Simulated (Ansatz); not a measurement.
# The perfect Ge wire along [110], 6 atoms a period, H-terminated, part 2 of 2

Aim: is the Ge wire along [110], 6 atoms a period, H-terminated a metal or a semiconductor?

Ansatz 0.2.0; DFT PBE, plane waves, PAW; relaxation of a wire's period; PAW set soft_1 (the session's first sound run).

So far. Step 2 (Relaxation of atoms and period): The cell's length comes to 4.062 Å with spin left out.

## (3) Bands of the perfect wire

This step: DFT PBE, plane waves, PAW; bands of a perfect wire; PAW set soft_1 (Ansatz 0.2.0).

At the relaxed period the bands are computed along the axis; those that cross an energy going forward count the channels that a perfect wire would open there.

Contents of input.yaml:

```yaml
crystal:
  lattice:
    - [12.921, 0.0, 0.0]
    - [0.0, 13.42, 0.0]
    - [0.0, 0.0, 4.0619297768]
  atoms:
    - { symbol: Ge, position: [0.442608233, 0.346043576, 0.0] }
    - { symbol: H, position: [0.522867954, 0.25990311, 0.0] }
    - { symbol: Ge, position: [0.545841606, 0.500015067, 0.0] }
    - { symbol: H, position: [0.286437738, 0.222875374, 0.5] }
    - { symbol: H, position: [0.250989015, 0.405332058, 0.5] }
    - { symbol: H, position: [0.286437738, 0.77715476, 0.5] }
    - { symbol: H, position: [0.250989015, 0.594698076, 0.5] }
    - { symbol: Ge, position: [0.33840263, 0.326827631, 0.5] }
    - { symbol: Ge, position: [0.33840263, 0.673202503, 0.5] }
    - { symbol: Ge, position: [0.653725959, 0.500015067, 0.5] }
    - { symbol: H, position: [0.724661361, 0.406991796, 0.5] }
    - { symbol: H, position: [0.724661361, 0.593038337, 0.5] }
    - { symbol: Ge, position: [0.442608233, 0.653986558, 0.0] }
    - { symbol: H, position: [0.522867954, 0.740127024, 0.0] }
kpoints:
  mp_grid: { grid: [1, 1, 20] }
  band_path: { path: ["Γ", Z], npoints: 90 }
scf:
  occupations: { method: fermi_dirac, width: 0.05 }
hamiltonian:
  xc: pbe
  pseudopotentials: { kind: paw, azcp: { folder: soft_1 } }
output:
  dos: { e_range: [-5, 4] }
  write_potential: true
  write_density: true
  volumetric_format: npy
```

Launch:

```sh
> ansatz run input.yaml --threads 4 --pin off --max-ram 16384MiB --backend cpu --events-out ev --progress --plain --runs-dir out
```

Numbers of over 12 decimals in the logs are rounded to 6 here.

Log:

```text
[...]
Crystal: 14 atoms, lattice volume = 704.338 Å³
Basis set: ecut = 420 eV, 13815 PW (Γ)
Bands: 60, of which v1, the nominal top of the filled ones, is band 46 counted from 1 (45 counted from 0)
Symmetry: 4 space group operations
[...]
k-points: 11 of 20
[...]
SCF iter   1: F=—  HF=-25897.362188 eV  |F-HF|=—  |Δ(HF+E_count)|=         —  Δρ=3.38e-2  dr2=6.78e0  ethr=3.10e-3  ⟨swp⟩=7.6  Hψ=2821  notcnv=0  defer=4
[...]
SCF iter   9: F=-25895.314474 eV  HF=-25895.314474 eV  |F-HF|=6.33e-8  |Δ(HF+E_count)|=   6.82e-7  Δρ=2.83e-6  dr2=5.95e-8  ethr=1.09e-10  ⟨swp⟩=13.7  Hψ=3238  notcnv=0
SCF 1 converged in 9 iterations: F = -25895.314474 eV  dr2 = 5.95e-8
[...]
NSCF: frozen V_eff on 91 k-points
WARN: The output density's exchange-correlation potential varies sharply where the density is thin. Do not read a vacuum level from v_tot or v_xc, or from such a field of the output density. On a cell that repeats whose density bears no net charge and no dipole along the vacuum's axis use v_es (v_loc + v_h of the components); under efield.dipole_correction with no amplitude use v_es + v_field, which holds any externa [...]
SCF converged after 9 iterations
Free energy (F): -25895.314474 eV
[...]
Internal energy: -25895.314474 eV  (E = F + TS)
E sigma→0 (E₀):  -25895.314474 eV
Fermi energy:    -1.412315 eV
[...]
--- Band table (eV; the first three rows and the last of 11) ---
  k-point 0: bands = [... 42 lower, -3.6256, -3.5858, -3.0140, -2.5326, -0.2659, -0.2150, -0.2116, 1.1281, ... 10 higher]
  k-point 1: bands = [... 42 lower, -3.7819, -3.4766, -3.1731, -2.7201, -0.0696, -0.0146, -0.0104, 1.1376, ... 10 higher]
  k-point 2: bands = [... 42 lower, -3.8053, -3.5370, -3.4487, -3.1296, 0.3850, 0.4665, 0.4665, 1.1618, ... 10 higher]
  k-point 10: bands = [... 42 lower, -5.1127, -4.6913, -4.2044, -4.1394, 0.5149, 0.8619, 1.1046, 1.2923, ... 10 higher]
```

It took 71 s on 4 threads of Arm Neoverse V1, shared host; peak memory 2.4 GiB.

This step gave:

```yaml
band_gap: 2.267 eV
```

The electronic bands at the labelled points (eV, zero at the Fermi level):

```tsv
point	band 43	band 44	band 45	band 46	band 47	band 48	band 49	band 50
Γ	-2.21	-2.17	-1.60	-1.12	1.15	1.20	1.20	2.54
halfway	-3.28	-2.85	-2.50	-2.26	2.23	2.35	2.63	3.11
Z	-3.70	-3.28	-2.79	-2.73	1.93	2.27	2.52	2.70
```

The gap is 2.27 eV, with spin left out.

The path shows a direct gap of 2.27 eV (valence top at Γ, conduction bottom at Γ).

## (4) Levels at the same atoms, cutoff 500 eV, k-mesh 1×1×15

This step: DFT r2SCAN, plane waves, PAW; bands of a perfect wire at the PBE geometry; PAW set soft_1 (Ansatz 0.2.0).

The atoms stay at the PBE geometry and the functional changes. r2SCAN also reads the kinetic-energy density; it often gives larger moments and wider gaps than PBE, at a higher cost. Against the first PBE run of this kind, the cutoff is 500 eV against 420 and the mesh along the wire has 15 points against 20.

Changes to input.yaml since step 3:

```diff
@@ -21,3 +21,3 @@
 kpoints:
-  mp_grid: { grid: [1, 1, 20] }
+  mp_grid: { grid: [1, 1, 15] }
   band_path: { path: ["Γ", Z], npoints: 90 }
@@ -26,8 +26,3 @@
 hamiltonian:
-  xc: pbe
+  xc: r2scan
   pseudopotentials: { kind: paw, azcp: { folder: soft_1 } }
-output:
-  dos: { e_range: [-5, 4] }
-  write_potential: true
-  write_density: true
-  volumetric_format: npy
```

Log:

```text
[...]
Crystal: 14 atoms, lattice volume = 704.338 Å³
Basis set: ecut = 500 eV, 17913 PW (Γ), exchange–correlation on 384×400×120 points (64 copies of the dense FFT grid, shifted against one another)
Bands: 60, of which v1, the nominal top of the filled ones, is band 46 counted from 1 (45 counted from 0)
Symmetry: 4 space group operations
[...]
k-points: 8 of 15
[...]
--- Band table (eV; the first three rows and the last of 8) ---
  k-point 0: bands = [... 42 lower, -3.8778, -3.8224, -3.2364, -2.7304, -0.1493, -0.0854, -0.0693, 1.3931, ... 10 higher]
  k-point 1: bands = [... 42 lower, -4.0423, -3.6972, -3.5063, -3.0411, 0.1750, 0.2641, 0.3010, 1.4104, ... 10 higher]
  k-point 2: bands = [... 42 lower, -4.1329, -4.0109, -3.7081, -3.6427, 0.8928, 0.9873, 1.0353, 1.4447, ... 10 higher]
  k-point 7: bands = [... 42 lower, -5.4316, -5.0008, -4.4544, -4.4038, 0.7244, 1.0171, 1.2605, 1.5087, ... 10 higher]
[key lines of the parts left out:]
SCF converged after 9 iterations
Free energy (F): -25943.365081 eV
Fermi energy:    -1.449634 eV
```

Elapsed: 2 min, on 4 threads; peak memory 3.7 GiB.

Numbers from this step:

| Quantity | Value |
| --- | --- |
| band gap | 2.581 eV |

The electronic bands at the labelled points (eV, zero at the Fermi level):

```tsv
point	band 43	band 44	band 45	band 46	band 47	band 48	band 49	band 50
Γ	-2.43	-2.37	-1.79	-1.28	1.30	1.36	1.38	2.84
halfway	-3.53	-3.08	-2.72	-2.47	2.47	2.63	2.82	3.37
Z	-4.00	-3.56	-3.02	-2.96	2.16	2.48	2.74	2.90
```

The gap is 2.58 eV, against 2.27 eV under PBE at the relaxed period.

## (5) Levels at the same atoms, level HSE06, cutoff 420 eV

This step: DFT HSE06, plane waves, PAW; levels of a perfect wire at the PBE geometry; PAW set soft_1 (Ansatz 0.2.0).

The atoms stay at the PBE geometry and the functional changes. HSE06 mixes in a quarter of short-range exact exchange, which removes part of the self-interaction that closes gaps; it is dear, so the mesh is thinner and no path is run. Against the first PBE run of this kind, the mesh along the wire has 8 points against 20.

Changes to input.yaml since step 4:

```diff
@@ -21,4 +21,3 @@
 kpoints:
-  mp_grid: { grid: [1, 1, 15] }
-  band_path: { path: ["Γ", Z], npoints: 90 }
+  mp_grid: { grid: [1, 1, 8] }
 scf:
@@ -26,3 +25,3 @@
 hamiltonian:
-  xc: r2scan
+  xc: hse06
   pseudopotentials: { kind: paw, azcp: { folder: soft_1 } }
```

Log:

```text
[...]
Crystal: 14 atoms, lattice volume = 704.338 Å³
Basis set: ecut = 420 eV, 13815 PW (Γ)
Bands: 60, of which v1, the nominal top of the filled ones, is band 46 counted from 1 (45 counted from 0)
Symmetry: 4 space group operations
[...]
k-points: 5 of 8
[...]
SCF iter   6: F=-25895.315357 eV  HF=-25895.315501 eV  |F-HF|=1.44e-4  |Δ(HF+E_count)|=   2.38e-4  Δρ=1.20e-4  dr2=1.97e-4  ethr=1.97e-6  ⟨swp⟩=3.0  Hψ=650  notcnv=0
[...]
Fermi energy:    -1.457432 eV
[...]
--- Band table (eV; the first three rows and the last of 5) ---
  k-point 0: bands = [... 42 lower, -4.1381, -4.1218, -3.4741, -2.9400, 0.0375]
  k-point 1: bands = [... 42 lower, -4.4066, -4.2326, -3.9815, -3.8004, 1.0267]
  k-point 2: bands = [... 42 lower, -5.3213, -4.8417, -4.4787, -4.2059, 1.1476]
  k-point 4: bands = [... 42 lower, -5.8549, -5.3797, -4.7624, -4.7167, 0.9188]
  guard bands above this table: 13 of the run's 60 bands. The solve was not asked for them (output.publish_guard_bands: true or output.eigenvalues: true publishes all)
[key lines of the parts left out:]
Free energy (F): -25900.942101 eV
```

Wall time 2.4 min (4 threads); peak memory 8.8 GiB.

This step gave:

```yaml
band_gap: 2.978 eV
```

The gap is 2.98 eV, against 2.27 eV under PBE at the relaxed period.

## (6) With spin-orbit coupling, k-mesh 1×1×13

This step: DFT PBE, plane waves, fully relativistic PAW; bands of a perfect wire with spin-orbit coupling; PAW set soft_1 (Ansatz 0.2.0).

Spin-orbit coupling mixes the spins and splits bands that cross or touch without it, so it can open or close channels. Fully relativistic datasets take the place of the scalar ones. Against the first PBE run of this kind, the mesh along the wire has 13 points against 20.

Changes to input.yaml since step 5:

```diff
@@ -21,3 +21,4 @@
 kpoints:
-  mp_grid: { grid: [1, 1, 8] }
+  mp_grid: { grid: [1, 1, 13] }
+  band_path: { path: ["Γ", Z], npoints: 90 }
 scf:
@@ -25,3 +26,6 @@
 hamiltonian:
-  xc: hse06
-  pseudopotentials: { kind: paw, azcp: { folder: soft_1 } }
+  xc: pbe
+  pseudopotentials: { kind: paw_fr, azcp: { folder: soft_1 } }
+magnetization:
+  noncollinear: true
+  spin_orbit: true
```

Log:

```text
[...]
non-collinear run that drives no moment, with spin-orbit: no starting moment large enough to seed its density (crystal.atoms[].spin), no starting occupations that ask for one, no magnetisation constraint and no magnetic field, so the semilocal B_xc is pinned to zero
Crystal: 14 atoms, lattice volume = 704.338 Å³
Basis set: ecut = 420 eV, 13815 PW (Γ)
[...]
k-point 0: bands = [... 88 lower, -3.0101, -3.0101, -2.5277, -2.5277, -0.2655, -0.2655, -0.2156, -0.2156, ... 24 higher]
  k-point 1: bands = [... 88 lower, -3.3517, -3.3447, -2.9216, -2.9207, 0.1520, 0.1591, 0.2169, 0.2253, ... 24 higher]
  k-point 2: bands = [... 88 lower, -3.6108, -3.6005, -3.4842, -3.4620, 0.8326, 0.8484, 1.0010, 1.0206, ... 24 higher]
  k-point 6: bands = [... 88 lower, -4.2087, -4.2076, -4.1071, -4.1055, 0.5270, 0.5300, 0.8424, 0.8462, ... 24 higher]
[key lines of the parts left out:]
SCF converged after 10 iterations
Magnetization: |M| = 0.0000 μB,  M = (+0.0000, +0.0000, +0.0000) μB
Free energy (F): -25895.908295 eV
Fermi energy:    -1.409834 eV
```

Run time: 12 min. Hardware: 4 threads; peak memory 8.5 GiB; 47 min of CPU time.

Numbers from this step:

```
band gap : 2.262 eV
```

The electronic bands at the labelled points (eV, zero at the Fermi level; v1 is the highest filled band, c1 the lowest empty one):

```tsv
point	v4	v3	v2	v1	c1	c2	c3	c4
Γ	-1.60	-1.60	-1.12	-1.12	1.14	1.14	1.19	1.19
halfway	-2.50	-2.49	-2.26	-2.25	2.23	2.23	2.35	2.35
Z	-2.82	-2.82	-2.71	-2.71	1.92	1.92	2.27	2.27
```

The gap is 2.26 eV, against 2.27 eV under PBE at the relaxed period, with no moment.

## (7) All levels side by side

Times are for 4 threads of Arm Neoverse V1, shared host. The runs compared:

```tsv
no.	run	band gap (eV)	time	memory (GiB)
1	lead	2.267	71 s	2.4
2	levels	2.581	2 min	3.7
3	levels	2.978	2.4 min	8.8
4	SOC	2.262	12 min	8.5
```

## (8) Outcome

```json
{
  "cell length, PBE": "4.062 Å",
  "gap, PBE": "2.27 eV",
  "gap, r2SCAN": "2.58 eV",
  "gap, HSE06": "2.98 eV",
  "gap, with spin-orbit coupling": "2.26 eV"
}
```

In words: Under PBE the cell's length is 4.06 Å, and a gap of 2.27 eV makes it a semiconductor. At the relaxed period the wire is gapped under every functional, from 2.27 eV (PBE) to 2.98 eV (HSE06). Weak screening in one dimension makes quasiparticle gaps larger than the semilocal gaps, as a rule. A hybrid's gap is read on a coarse mesh, without a band path.

[Logs are printed without paths, hosts, clocks, repeated set-up lines and the standing remarks that a program may print on its own settings, such as how far it seeks lower states.]

[Hosts, paths, dates, database ids (printed as entryN), source tags and the programs' standing remarks are cut or masked in the printed files.]
